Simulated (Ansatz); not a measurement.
# Where V_H puts its levels in the gap of MgH2 (P4_2/mnm)

Charge states of V_H in MgH2 (P4_2/mnm), set against the band edges. Model: a cell of 72 host atoms with 1 H taken out.

Main program and level: Ansatz 0.2.0; place-levels on PBEsol runs: charge-transition levels and formation energies with image-charge correction and potential alignment at the atomic sites.

Most raw output is cut from this account.

**1. Starting point**

The cell holds 71 atoms: 24 Mg and 47 H. Cell: a = 8.954 Å, b = 8.954 Å, c = 9.023 Å, α = 90.0°, β = 90.0°, γ = 90.0°. It derives from MgH2 (space group P4_2/mnm). Nearest the centre at fractional (0.402, 0.598, 0.500): Mg25 at 1.93 Å, Mg67 at 1.95 Å, Mg61 at 1.95 Å, H47 at 2.48 Å, H15 at 2.74 Å, H70 at 2.74 Å, H9 at 2.74 Å, H64 at 2.74 Å.

As a file:

```xyz
71
Lattice="8.9544 0.0000 0.0000 0.0000 8.9544 0.0000 0.0000 0.0000 9.0232" Properties=species:S:1:pos:R:3 pbc="T T T"
Mg    2.2386    2.2386    1.5039
Mg    0.0000    0.0000    0.0000
H     3.1141    3.1141    0.0000
H     3.6017    0.8755    1.5039
H     1.3631    1.3631    0.0000
H     0.8755    3.6017    1.5039
Mg    2.2386    2.2386    4.5116
Mg    0.0000    0.0000    3.0077
H     3.1141    3.1141    3.0077
H     3.6017    0.8755    4.5116
H     1.3631    1.3631    3.0077
H     0.8755    3.6017    4.5116
Mg    2.2386    2.2386    7.5194
Mg    0.0000    0.0000    6.0155
H     3.1141    3.1141    6.0155
H     3.6017    0.8755    7.5194
H     1.3631    1.3631    6.0155
H     0.8755    3.6017    7.5194
Mg    2.2386    6.7158    1.5039
Mg    0.0000    4.4772    0.0000
H     3.1141    7.5913    0.0000
H     3.6017    5.3527    1.5039
H     1.3631    5.8403    0.0000
H     0.8755    8.0789    1.5039
Mg    2.2386    6.7158    4.5116
Mg    0.0000    4.4772    3.0077
H     3.1141    7.5913    3.0077
H     1.3631    5.8403    3.0077
H     0.8755    8.0789    4.5116
Mg    2.2386    6.7158    7.5194
Mg    0.0000    4.4772    6.0155
H     3.1141    7.5913    6.0155
H     3.6017    5.3527    7.5194
H     1.3631    5.8403    6.0155
H     0.8755    8.0789    7.5194
Mg    6.7158    2.2386    1.5039
Mg    4.4772    0.0000    0.0000
H     7.5913    3.1141    0.0000
H     8.0789    0.8755    1.5039
H     5.8403    1.3631    0.0000
H     5.3527    3.6017    1.5039
Mg    6.7158    2.2386    4.5116
Mg    4.4772    0.0000    3.0077
H     7.5913    3.1141    3.0077
H     8.0789    0.8755    4.5116
H     5.8403    1.3631    3.0077
H     5.3527    3.6017    4.5116
Mg    6.7158    2.2386    7.5194
Mg    4.4772    0.0000    6.0155
H     7.5913    3.1141    6.0155
H     8.0789    0.8755    7.5194
H     5.8403    1.3631    6.0155
H     5.3527    3.6017    7.5194
Mg    6.7158    6.7158    1.5039
Mg    4.4772    4.4772    0.0000
H     7.5913    7.5913    0.0000
H     8.0789    5.3527    1.5039
H     5.8403    5.8403    0.0000
H     5.3527    8.0789    1.5039
Mg    6.7158    6.7158    4.5116
Mg    4.4772    4.4772    3.0077
H     7.5913    7.5913    3.0077
H     8.0789    5.3527    4.5116
H     5.8403    5.8403    3.0077
H     5.3527    8.0789    4.5116
Mg    6.7158    6.7158    7.5194
Mg    4.4772    4.4772    6.0155
H     7.5913    7.5913    6.0155
H     8.0789    5.3527    7.5194
H     5.8403    5.8403    6.0155
H     5.3527    8.0789    7.5194
```

The host's dielectric constants go in as inputs: (4.16, 4.16, 4.21) for the electrons alone, (11.89, 11.89, 8.50) with the ions, from a response run on this crystal (DFPT, PBEsol) at that run's own cell.

The cell's shortest repeat is 9.0 Å.

**2. Charge states**

Levels follow from differences of total energies between charge states, each relaxed by itself.

Each atom starts 0.05 Å or so off its site in a random direction: a symmetric start keeps its symmetry, and would miss off-centre moves and Jahn–Teller distortions. Forces are taken at one point at (¼, ¼, ¼). The cell holds 1 electron more than the neutral one, with a uniform background that keeps it neutral on the whole.

The sampling was tested on the host first: at the k-points planned (1x1x1 shifted 0.25 0.25 0.25) its energy lies 0.000 eV an atom from the dense-mesh value, under the bound of 0.02 eV set for this test; that bounds the host's error, not the defect's.

One of the inputs; charge, spin and start change from state to state.

File qm1.relax/input.yaml:

```yaml
crystal:
  lattice:
    - [4.47718515, 0.0, 0.0]
    - [0.0, 4.47718515, 0.0]
    - [0.0, 0.0, 3.0077407]
  atoms:
    - { symbol: Mg, position: [0.5, 0.5, 0.5] }
    - { symbol: Mg, position: [0.0, 0.0, 0.0] }
    - { symbol: H, position: [0.69554375, 0.69554375, 0.0] }
    - { symbol: H, position: [0.80445625, 0.19554375, 0.5] }
    - { symbol: H, position: [0.30445625, 0.30445625, 0.0] }
    - { symbol: H, position: [0.19554375, 0.80445625, 0.5] }
  supercell: [2, 2, 3]
  defects: [{ vacancy: 27 }]
total_charge: -1
basis:
  ecutwfc: 420
  xc_grid: 2
hamiltonian:
  xc: pbesol
kpoints:
  mp_grid: { grid: [1, 1, 1], shift: [0.25, 0.25, 0.25] }
scf:
  occupations: { method: fixed }
  max_iter: 80
output:
  forces: true
  charged_corrections: { epsilon: [4.16, 4.16, 4.21], static_epsilon: [11.89, 11.89, 8.5] }
relax:
  f_tol: 0.02
  max_steps: 80
  random_displacement: { amplitude: 0.05, seed: 7334 }
checkpoint:
  write: "../qm1.relax.run"
  compress: false
  write_wavefunctions: true
  write_every: 100000
```

The run is started by

```
$ ansatz run input.yaml --threads 4 --pin off --max-ram 7536MiB --backend cpu --events-out ev --progress --plain --runs-dir out
```

Defect states can disperse in a cell of this size, so the energy is taken again at a 2×2×2 shifted mesh, on the relaxed structure.

The run of this state that the levels use, under PBEsol:

File qm1.point/input.yaml:

```yaml
crystal:
  checkpoint: "../qm1.relax.run"
  host: checkpoint
total_charge: -1
basis:
  ecutwfc: 420
  xc_grid: 2
hamiltonian:
  xc: pbesol
kpoints:
  mp_grid: { grid: [2, 2, 2], shift: [0.5, 0.5, 0.5] }
scf:
  occupations: { method: fermi_dirac, width: 0.01 }
  max_iter: 80
output:
  forces: true
  eigenvalues: true
  charged_corrections:
    epsilon: [4.16, 4.16, 4.21]
    static_epsilon: [11.89, 11.89, 8.5]
    defect_position: [0.402228, 0.597772, 0.5]
  eigenstates: { localisation: true }
  populations: true
  band_densities: [{ bands: [v1, v1] }, { bands: [c1, c1] }]
  write_density: true
  write_potential: true
  volumetric_format: npy
checkpoint:
  read: "../qm1.relax.run"
  write: "../qm1.point.run"
  compress: false
  write_wavefunctions: false
  write_every: 100000
```

Relaxations under PBEsol at one point at (¼, ¼, ¼); times on 4 threads of Arm Neoverse V1, shared host:

| charge | moment (μB) | occupations | outcome | steps | largest displacement against the far atoms (Å) | time |
| --- | --- | --- | --- | --- | --- | --- |
| −1 | 0 | fixed | converged | 5 | 0.28 | 29 s |
| 0 | 1 | fixed | converged | 4 | 0.03 | 46 s |
| +1 | 0 | fixed | converged | 4 | 0.28 | 24 s |

Single points under PBEsol at a 2×2×2 shifted mesh; times on 4 threads of Arm Neoverse V1, shared host:

| charge | moment (μB) | occupations | outcome | time |
| --- | --- | --- | --- | --- |
| −1 | 0 | fermi-dirac | converged | 52 s |
| 0 | 1 | fermi-dirac | converged | 2 min |
| +1 | 0 | fermi-dirac | converged | 54 s |

Distances (Å) from the ideal centre to the nearest atoms after relaxation with PBEsol:

| charge | moment (μB) | 1. | 2. | 3. | 4. | 5. | 6. |
| --- | --- | --- | --- | --- | --- | --- | --- |
| −1 | 0 | Mg 1.65 | Mg 1.80 | Mg 1.80 | H 2.50 | H 2.78 | H 2.79 |
| 0 | 1 | Mg 1.91 | Mg 1.95 | Mg 1.96 | H 2.44 | H 2.72 | H 2.72 |
| +1 | 0 | Mg 2.20 | Mg 2.21 | Mg 2.22 | H 2.40 | H 2.62 | H 2.63 |

**3. Levels against the band edges, PBEsol**

A charged cell interacts with its images and the background, and its potential has another zero than the host's. place-levels removes the first by a point-charge model, screened by the static dielectric constant since the ions have relaxed around the charge, and the second by comparing potentials at atoms far from the defect.

The host is a run of the defect-free crystal in the same cutoffs, grids and k-points, so that basis and sampling errors cancel in part in the differences. Its band edges come from a run of the primitive cell that searches the zone for them. The host is run in a cell of 18 atoms on a matching mesh. Chemical potentials are energies per atom of H (H2 molecule), run with the same functional and cutoff.

File levels.point.yaml:

```yaml
host:
  run: host.point.run
  levels_from: { run: edges.point.run }
states: [qm1.point.run, q0_M1.point.run, qp1.point.run]
geometry_from:
  qm1.point.run: qm1.relax.run
  q0_M1.point.run: q0_M1.relax.run
  qp1.point.run: qp1.relax.run
  host.point.run: host.relax.run
chemical_potentials:
  H:
    energy: -15.609288
    dataset: "<sha256 of the dataset>"
epsilon: [4.16, 4.16, 4.21]
static_epsilon: [11.89, 11.89, 8.5]
vertical:
  - { from: qm1.point.run, to: qm1.point_neutral.run }
  - { from: qp1.point.run, to: qp1.point_neutral.run }
```

The run is started by

```
$ ansatz place-levels levels.point.yaml -- --threads 4 --pin off --max-ram 7536MiB
```

It took 0.37 s on 4 threads of Arm Neoverse V1, shared host.

Under PBEsol the gap is 3.47 eV, (+1/0) 2.39, (0/−1) 2.87 eV.

Levels between the charges placed, in eV above the valence top:

|  | gap (eV) | (+1/0) | (0/−1) |
| --- | --- | --- | --- |
| PBEsol | 3.47 | 2.39 | 2.87 |

Corrections by state:

| charge | moment (μB) | image terms and alignment (eV) | band filling (eV) | ε used | over the lowest of its charge, as the program ranks them, band filling apart (eV) |
| --- | --- | --- | --- | --- | --- |
| +1 | 0.0 | 0.185 | - | principal values (8.50, 11.89, 11.89) | 0.000 |
| 0 | 1.0 | 0.000 | - | - | 0.000 |
| −1 | 0.0 | 0.207 | - | principal values (8.50, 11.89, 11.89) | 0.000 |

The charged structures listed were also run neutral, and place-levels reads from each pair, by the potential or the spins, how wide the charge is by which they differ; that can be the carrier of either run.

| charge | rms radius (Å) | spread where it is widest against the cell (Å) | wide from (Å) | reading |
| --- | --- | --- | --- | --- |
| +1 | 2.3 | 1.34 | 1.55 | narrow |
| −1 | 2.1 | 1.23 | 1.56 | narrow |

The neutral runs of these pairs need not share the spin of the lowest neutral state, and very wide values only mean spread over the cell.

From the program's caveats on the states, each cut to its opening words:

- charge +1: its displacements don't fall off away from the defect: farther atoms stand 0.054 Å off the host's places
- charge 0 (1 μB): flagged: stability check not made
- charge −1: its displacements don't fall off away from the defect: farther atoms stand 0.035 Å off the host's places

The host's formation energy from the elements is -0.207 eV per atom; it sets how far the chemical potentials can move.

Limit set by the element alone; other compounds of these elements are not counted. Chemical potentials from the elements' reference states: H 0.00 eV, Mg -0.62 eV. Formation energies (H-rich), with the Fermi level at the valence top and at the conduction bottom (gap 3.47 eV):

| charge | at valence top (eV) | at conduction bottom (eV) | correction included (eV) |
| --- | --- | --- | --- |
| +1 | -1.04 | 2.44 | 0.19 |
| 0 | 1.35 | 1.35 | 0.00 |
| −1 | 4.23 | 0.75 | 0.21 |

(Fermi level (eV), lowest formation energy (eV)): (0.00, -1.04), (0.32, -0.72), (0.63, -0.41), (0.95, -0.09), (1.26, 0.22), (1.58, 0.54), (1.90, 0.86), (2.21, 1.17), (2.53, 1.35), (2.84, 1.35), (3.16, 1.07), (3.47, 0.75)

Limit set by the element alone; other compounds of these elements are not counted. Chemical potentials from the elements' reference states: Mg 0.00 eV, H -0.31 eV. Formation energies (Mg-rich), with the Fermi level at the valence top and at the conduction bottom (gap 3.47 eV):

| charge | at valence top (eV) | at conduction bottom (eV) | correction included (eV) |
| --- | --- | --- | --- |
| +1 | -1.35 | 2.13 | 0.19 |
| 0 | 1.04 | 1.04 | 0.00 |
| −1 | 3.91 | 0.44 | 0.21 |

```json
{"Fermi level (eV)": "0.00", "lowest formation energy (eV)": "-1.35"}
{"Fermi level (eV)": "0.32", "lowest formation energy (eV)": "-1.03"}
{"Fermi level (eV)": "0.63", "lowest formation energy (eV)": "-0.72"}
{"Fermi level (eV)": "0.95", "lowest formation energy (eV)": "-0.40"}
{"Fermi level (eV)": "1.26", "lowest formation energy (eV)": "-0.09"}
{"Fermi level (eV)": "1.58", "lowest formation energy (eV)": "0.23"}
{"Fermi level (eV)": "1.90", "lowest formation energy (eV)": "0.55"}
{"Fermi level (eV)": "2.21", "lowest formation energy (eV)": "0.86"}
{"Fermi level (eV)": "2.53", "lowest formation energy (eV)": "1.04"}
{"Fermi level (eV)": "2.84", "lowest formation energy (eV)": "1.04"}
{"Fermi level (eV)": "3.16", "lowest formation energy (eV)": "0.76"}
{"Fermi level (eV)": "3.47", "lowest formation energy (eV)": "0.44"}
```

**4. The same at the relaxations' own k-points**

The relaxations' own energies give the levels at their sampling, for comparison.

File levels.relax_mesh.yaml:

```yaml
host:
  run: host.relax.run
  levels_from: { run: edges.relax.run }
states: [qm1.relax.run, q0_M1.relax.run, qp1.relax.run]
chemical_potentials:
  H:
    energy: -15.609288
    dataset: "<sha256 of the dataset>"
```

The run is started by

```
$ ansatz place-levels levels.relax_mesh.yaml -- --threads 4 --pin off --max-ram 7536MiB
```

It took 0.14 s on 4 threads.

Levels between neighbouring charges, in eV above the valence top:

|  | gap (eV) | (+1/0) | (0/−1) |
| --- | --- | --- | --- |
| one point at (¼, ¼, ¼) | 3.47 | 2.40 | 2.88 |
| a 2×2×2 shifted mesh | 3.47 | 2.39 | 2.87 |

Going from one point at (¼, ¼, ¼) to a 2×2×2 shifted mesh moves the levels that carry no band-filling term by up to 0.01 eV and formation energies against the elements by up to 0.01 eV.

**5. Placing the levels, r2SCAN**

r2SCAN on the same structure is run to see how far the result rests on the functional, though not on the errors that semilocal functionals share; the sampling changes too, to one point at (¼, ¼, ¼), so differences hold both changes.

File qm1.r2scan/input.yaml:

```yaml
crystal:
  checkpoint: "../qm1.relax.run"
  host: checkpoint
total_charge: -1
basis:
  ecutwfc: 500
  xc_grid: 2
hamiltonian:
  xc: r2scan
kpoints:
  mp_grid: { grid: [1, 1, 1], shift: [0.25, 0.25, 0.25] }
scf:
  occupations: { method: fermi_dirac, width: 0.01 }
  max_iter: 80
output:
  forces: true
  eigenvalues: true
  charged_corrections:
    epsilon: [4.16, 4.16, 4.21]
    static_epsilon: [11.89, 11.89, 8.5]
    defect_position: [0.402228, 0.597772, 0.5]
checkpoint:
  write: "../qm1.r2scan.run"
  compress: false
  write_wavefunctions: false
  write_every: 100000
```

It took 17 s on 4 threads; peak memory 1.5 GiB; 64 s of CPU time.

File levels.r2scan.yaml:

```yaml
host:
  run: host.r2scan.run
states: [qm1.r2scan.run, q0_M1.r2scan.run, qp1.r2scan.run]
geometry_from:
  qm1.r2scan.run: qm1.relax.run
  q0_M1.r2scan.run: q0_M1.relax.run
  qp1.r2scan.run: qp1.relax.run
  host.r2scan.run: host.relax.run
chemical_potentials:
  H:
    energy: -15.945667
    dataset: "<sha256 of the dataset>"
```

The run is started by

```
$ ansatz place-levels levels.r2scan.yaml -- --threads 4 --pin off --max-ram 7536MiB
```

Elapsed: 0.22 s, on 4 threads.

Under r2SCAN the gap is 4.34 eV, (+1/0) 2.78, (0/−1) 3.55 eV.

**6. Side by side**

Levels between neighbouring charges, in eV above each run's own valence top:

|  | gap (eV) | (+1/0) | (0/−1) | CPU time a state at this stage (restarts are quicker than cold starts) |
| --- | --- | --- | --- | --- |
| PBEsol, 2×2×2 shifted mesh | 3.47 | 2.39 | 2.87 | 4.6 min |
| r2SCAN on PBEsol structures, (¼, ¼, ¼) | 4.34 | 2.78 | 3.55 | 1.9 min |

**7. Outcome**

```yaml
gap_of_the_host: 3.47 eV (PBEsol)
level_plus_1_over_0: 2.39 eV above the valence top
level_0_minus_1: 2.87 eV above the valence top
lowest_of_the_charges_placed_just_above_the_valence_top_0p02_ev: +1
lowest_of_the_charges_placed_just_below_the_conduction_bottom_0p02_ev: −1
lowest_formation_energy_at_mid_gap_of_the_charges_run_h_rich: 0.70 eV
lowest_formation_energy_at_mid_gap_of_the_charges_run_mg_rich: 0.39 eV
```

What this shows: Of the charges placed (−1, 0 and +1), the lowest changes at 2.39 eV (+1/0) and 2.87 eV (0/−1) above the valence top, in a gap of 3.47 eV. Charges above +1 and below −1 were not placed, so these runs say nothing of levels that involve them. States placed: +1 at 0 μB; 0 at 1 μB; −1 at 0 μB. Other spin states or structures, where not listed, weren't placed. Going from one point at (¼, ¼, ¼) to a 2×2×2 shifted mesh moves the levels that carry no band-filling term by up to 0.01 eV and formation energies against the elements by up to 0.01 eV. Keep in mind: the images are only 9.0 Å apart; PBEsol makes the gap too small and tends to spread out bound carriers.

[Logs are printed without paths, hosts, clocks, repeated set-up lines and the standing remarks that a program may print on its own settings, such as how far it seeks lower states.]

[Hosts, paths, dates, database ids (printed as entryN), source tags and the programs' standing remarks are cut or masked in the printed files.]

[Where a table of states has a column of steps, it counts the stored structures, which are thinned; the runs took as many ionic steps or more.]

[A defect's name tells the site on which it was built; relaxed atoms can leave that site.]

[For some hosts the program warned that the k-mesh of the response run may be too coarse for force constants and the static dielectric constant; such warnings are not shown here.]
